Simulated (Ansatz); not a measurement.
# Quasiparticle gap of P2Ir (P2_1/c), part 2 of 2

How far does one-shot GW move the LDA gap of P2Ir (P2_1/c)?

Ansatz 0.2.0; LDA, then G0W0 on it, plane waves, PAW. Known limits of the many-body steps: finite bands, screening cutoff and k mesh; no spin-orbit coupling in G0W0; no spin polarisation.

So far. Step 2 (The LDA band structure): Over mesh and path the gap is 0.616 eV, from k = (-0.500, 0.500, 0.500) to k = Γ. The least direct gap found is 1.526 eV, at k = (0.000, 0.500, 0.500). The pressure in this cell is -6 GPa; the cell is kept. Step 3 (One-shot GW): Over 16 of 20 irreducible mesh points the G0W0 gap is 1.152 eV, from k = (-0.500, -0.500, -0.500) to k = Γ. The LDA gap of this run on the mesh is 0.613 eV.

In doubt: masses and optical values from hybrid runs of this build are listed as unsure (in some of the runs), which bears on the screening that GW takes from such a start.

## (4) Spin-orbit coupling

This run has two-component orbitals with spin-orbit coupling.

This step: DFT, LDA with spin-orbit coupling, plane waves, PAW.

File input.yaml:

```yaml
crystal:
  lattice:
    - [5.7723350975, 0.0, 0.0]
    - [0.0, 5.80673151, 0.0]
    - [-2.1284997265, 0.0, 5.4731408836]
  atoms:
    - { symbol: P, position: [0.1580067, 0.88188186, 0.87028772] }
    - { symbol: P, position: [0.8419933, 0.38188186, 0.62971228] }
    - { symbol: P, position: [0.8419933, 0.11811814, 0.12971228] }
    - { symbol: P, position: [0.1580067, 0.61811814, 0.37028772] }
    - { symbol: P, position: [0.33432299, 0.37720527, 0.18854639] }
    - { symbol: P, position: [0.66567701, 0.87720527, 0.31145361] }
    - { symbol: P, position: [0.66567701, 0.62279473, 0.81145361] }
    - { symbol: P, position: [0.33432299, 0.12279473, 0.68854639] }
    - { symbol: Ir, position: [0.27186641, 0.49883041, 0.79157869] }
    - { symbol: Ir, position: [0.72813359, 0.99883041, 0.70842131] }
    - { symbol: Ir, position: [0.72813359, 0.50116959, 0.20842131] }
    - { symbol: Ir, position: [0.27186641, 0.00116959, 0.29157869] }
kpoints:
  mp_grid: { grid: [4, 4, 4] }
  band_path:
    path:
      - [0.0, 0.0, 0.0]
      - [0.0, 0.5, 0.0]
      - [0.0, 0.5, 0.5]
      - [0.0, 0.0, 0.5]
      - [-0.5, 0.0, 0.5]
      - [-0.5, 0.5, 0.5]
      - [-0.5, 0.5, 0.0]
      - [-0.5, 0.0, 0.0]
    npoints: 1
hamiltonian:
  xc: lda
scf:
  occupations: { method: fermi_dirac, width: 0.02 }
  n_extra_bands: 16
magnetization:
  noncollinear: true
  spin_orbit: true
output:
  eigenvalues: true
  forces: true
  stress: true
```

Launch:

```
ansatz run input.yaml --threads 24 --pin off --max-ram 82944MiB --backend cuda --events-out ev --progress --plain --runs-dir out --devices 1 --max-vram 78GiB
```

Numbers of over 12 decimals in the logs are rounded to 6 here.

What it wrote:

```text
[...]
GPUs: using 1 of 1 available (devices: 1).
[...]
non-collinear run that drives no moment, with spin-orbit: no starting moment large enough to seed its density (crystal.atoms[].spin), no starting occupations that ask for one, no magnetisation constraint and no magnetic field, so the semilocal B_xc is pinned to zero
[...]
Crystal: 12 atoms, lattice volume = 183.451 Å³
Basis set: ecut = 420 eV, 3599 PW (Γ)
Bands: 124, of which v1, the nominal top of the filled ones, is band 108 counted from 1 (107 counted from 0)
Symmetry: 4 space group operations + 4 with time reversal
[...]
k-points: 30 of 64
Projection manifold: j_resolved (fully-relativistic pseudo-atomic orbitals)
[...]
SCF iter   1: F=—  HF=-52594.496307 eV  |F-HF|=—  |Δ(HF+E_count)|=         —  Δρ=5.33e-2  dr2=3.32e0  dr2_m=0.00e0 (ungated)  ethr=3.10e-3  |M|=0.00e0 ∫|m|=0.00e0 μB  |m|>n=0.0e0 m-floor=0.0e0 τ_xc=0.0e0  β_m=0.30  ⟨swp⟩=6.1  Hψ=8450  notcnv=0  defer=16
[...]
spin=Noncollinear: Resta preconditioning applied to the charge; magnetization (m_x, m_y, m_z) channels mix plain (no charge-response kernel on spin).
SCF iter   2: F=—  HF=-52594.022311 eV  |F-HF|=—  |Δ(HF+E_count)|=   4.74e-1  Δρ=4.00e-2  dr2=1.90e0  dr2_m=0.00e0 (ungated)  ethr=3.07e-3  |M|=0.00e0 ∫|m|=0.00e0 μB  |m|>n=0.0e0 m-floor=0.0e0 τ_xc=0.0e0  β_m=0.65  ⟨swp⟩=1.0  Hψ=2160  notcnv=0  defer=26
[...]
SCF iter   5: F=—  HF=-52593.389673 eV  |F-HF|=—  |Δ(HF+E_count)|=   3.09e-4  Δρ=4.64e-4  dr2=4.86e-4  dr2_m=0.00e0 (ungated)  ethr=6.04e-6  |M|=0.00e0 ∫|m|=0.00e0 μB  |m|>n=0.0e0 m-floor=0.0e0 τ_xc=0.0e0  β_m=0.91  ⟨swp⟩=2.0  Hψ=2856  notcnv=0  defer=288
[...]
SCF 1 converged in 8 iterations: F = -52593.387616 eV  dr2 = 2.97e-8
[...]
SCF converged after 8 iterations
[...]
```

Wall time 1.8 s (1 × NVIDIA GB200 (shared by 2 runs) with 24 threads of Arm Neoverse V2, shared host); peak memory 1.4 GiB; 12 s of CPU time.

Numbers from this step:

```yaml
pressure: -6.098 GPa
gap: 0.6147 eV
valence_top_at: E
conduction_bottom_at: Γ
least_direct_gap: 1.421 eV
```

Over mesh and listed points the gap is 0.615 eV, from k = (-0.500, 0.500, 0.500) to k = Γ. The least direct gap found is 1.421 eV, at k = (0.000, 0.500, 0.500). The pressure in this cell is -6 GPa; the cell is kept. LDA+SOC against LDA: 0.615 − 0.616 = −0.001 eV, with the same mesh, set of files (read in its fully relativistic form for the spin-orbit run) and cutoff, and both edges at the same k points. The spin-orbit run sees mesh and listed points alone, so its gap is an upper bound: the coupling can move an edge off these points, and the change over the zone, its sign included where it is small, is not known.

## (5) Side by side

Each gap is the least one over the points named; times are wall times on shared hosts, not benchmarks. A G0W0 time includes the run's own self-consistent start. Runs with listed points see these and the mesh alone, so an edge that moves elsewhere is missed. Rows marked * are further runs, not shown as steps, whose inputs differ from the G0W0 step on the same start in the columns given; solver thresholds can differ too. Symmetry makes (-0.500, 0.500, 0.500) and (-0.500, -0.500, -0.500) one point.

| level | mesh | files, cutoff | bands summed, screening | points | gap (eV) | valence top | conduction bottom | least direct gap (eV) | time |
| --- | --- | --- | --- | --- | --- | --- | --- | --- | --- |
| LDA | 4×4×4 | soft_2 PAW, 420 eV | - | mesh and path | 0.616 | (-0.500, 0.500, 0.500) | Γ | 1.526 | 1.9 s |
| LDA+SOC | 4×4×4 | soft_2 PAW, 420 eV | - | mesh and listed points | 0.615 | (-0.500, 0.500, 0.500) | Γ | 1.421 | 1.8 s |
| G0W0@LDA* | 4×2×4 | soft_2 PAW, 420 eV | 192, 48 eV | 16 of 20 irreducible mesh points | 1.100 | (-0.500, -0.500, -0.500) | Γ | 1.996 | 5.6 s |
| G0W0@LDA* | 4×2×4 | soft_2 PAW, 420 eV | 445, 96 eV | 16 of 20 irreducible mesh points | 1.139 | (-0.500, -0.500, -0.500) | Γ | 2.016 | 11 s |
| G0W0@LDA | 4×2×4 | soft_2 PAW, 420 eV | 897, 160 eV | 16 of 20 irreducible mesh points | 1.152 | (-0.500, -0.500, -0.500) | Γ | 2.017 | 42 s |
| G0W0@LDA* | 2×2×2 | soft_2 PAW, 420 eV | 445, 96 eV | all 8 irreducible mesh points | 1.130 | (-0.500, -0.500, -0.500) | Γ | 1.999 | 2.8 s |
| G0W0@LDA* | 4×2×4 | soft_2 PAW, 420 eV | 445, 96 eV, plasmon pole | 16 of 20 irreducible mesh points | 1.191 | (-0.500, 0.000, 0.000) | Γ | 2.068 | 14 s |

## (6) Outcome

```
LDA gap over mesh and path                         : 0.616 eV, from k = (-0.500, 0.500, 0.500) to k = Γ
G0W0@LDA gap over 16 of 20 irreducible mesh points : 1.152 eV, from k = (-0.500, -0.500, -0.500) to k = Γ
LDA+SOC gap over mesh and listed points            : 0.615 eV
estimated limit in bands and cutoff, on this mesh  : 1.165 eV
GW settings                                        : 4×2×4 mesh, 843 empty bands, screening to 160 eV
known limits                                       : finite bands, screening cutoff and k mesh; no spin-orbit coupling in G0W0; no spin polarisation
```

Over 16 of 20 irreducible mesh points the G0W0 gap is 1.152 eV, from k = (-0.500, -0.500, -0.500) to k = Γ. The LDA gap of this run on the mesh is 0.613 eV. The two states that bound the G0W0 gap lie that far apart at the start, so the correction of the gap is 1.152 − 0.613 = +0.539 eV. The valence state moves by 13.576 − 13.768 = −0.192 eV and the conduction state by 14.729 − 14.381 = +0.348 eV, on the run's own scale; with 192 bands the edge states move by +0.544 and +1.030 eV, so the split between the edges depends on the bands and cutoff. Both edges that LDA shows over mesh and path lie at k points where levels were corrected. Levels at other points were not corrected, so a lower G0W0 gap elsewhere in the zone is not ruled out. From 192 bands and 48 eV to 897 bands and 160 eV the gap moves by 1.152 − 1.100 = +0.052 eV (rung by rung 1.100, 1.139, 1.152 eV); bands and screening cutoff rise together, so their parts are not told apart. A line in one over the bands through the two highest rungs gives 1.152 + (1.152 − 1.139) × 445 / (897 − 445) = 1.165 eV, and through the pair below 1.139 + (1.139 − 1.100) × 192 / (445 − 192) = 1.169 eV. The two agree within 0.03 eV and the same two states bound the gap in each rung, so 1.165 eV is taken as an estimate of the limit on this mesh. With the 2×2×2 mesh in place of the 4×2×4 mesh and all else as in the G0W0@LDA row with 445 bands, the gap differs by 1.130 − 1.139 = −0.009 eV, and that of the start by 0.604 − 0.613 = −0.009 eV. With the plasmon pole model in place of the contour deformation model and all else as in the G0W0@LDA row with 445 bands, the gap differs by 1.191 − 1.139 = +0.052 eV; an edge lies at another k point, so this need not be the shift of one pair of states. G0W0 on other starts in this series, not shown as steps and not all at these settings: 1.246 eV on r2SCAN (4×2×4, soft_2 PAW, 445 bands, 96 eV) and 1.362 eV on HSE06 (4×2×4, soft_2 PAW, 445 bands, 96 eV). LDA+SOC against LDA: 0.615 − 0.616 = −0.001 eV, with the same mesh, set of files (read in its fully relativistic form for the spin-orbit run) and cutoff, and both edges at the same k points. The spin-orbit run sees mesh and listed points alone, so its gap is an upper bound: the coupling can move an edge off these points, and the change over the zone, its sign included where it is small, is not known. What spin-orbit coupling does to the G0W0 levels was not computed, so no sum with the G0W0 gap is formed. The G0W0 runs are scalar-relativistic. The runs have no spin polarisation, and the cell holds Ir; whether a magnetic state lies lower is not shown here. Where d states form a band edge, one-shot GW is known to depend on its start; the orbital character of the edges was not analysed here. G0W0@LDA runs of this series with other atomic data on the same mesh, not shown as steps, give 1.141 eV (hard PAW, 620 eV, 473 bands, screening to 96 eV; the table's row with the same empty bands and screening cutoff has 1.139 eV); where bands and cutoffs differ too, the part of the files is not isolated.

[Paths, hosts, dates, memory and timing lines, banners, echoed tables and standing remarks are left out of the program output.]

[Logs are printed without paths, hosts, clocks, repeated set-up lines and the standing remarks that a program may print on its own settings, such as how far it seeks lower states.]

[Runs of the session that timed out or met a known fault of the program may be left out.]

[Cells called generated may have been cut or substituted from an entry of the Crystallography Open Database or the Materials Project.]

[Hosts, paths, dates, database ids (printed as entryN), source tags and the programs' standing remarks are cut or masked in the printed files.]

[Where an RPA ε∞ is given, it is that of the G0W0 mesh and is not shown converged in it. Names of k-points follow the symmetry that the program found, which can be lower than the space group named. Band edges on a path are those of the sampled points; other points can move an edge, and change direct to indirect where valleys lie close.]

[Hybrid gaps are those of their k-mesh and are not shown converged in it.]
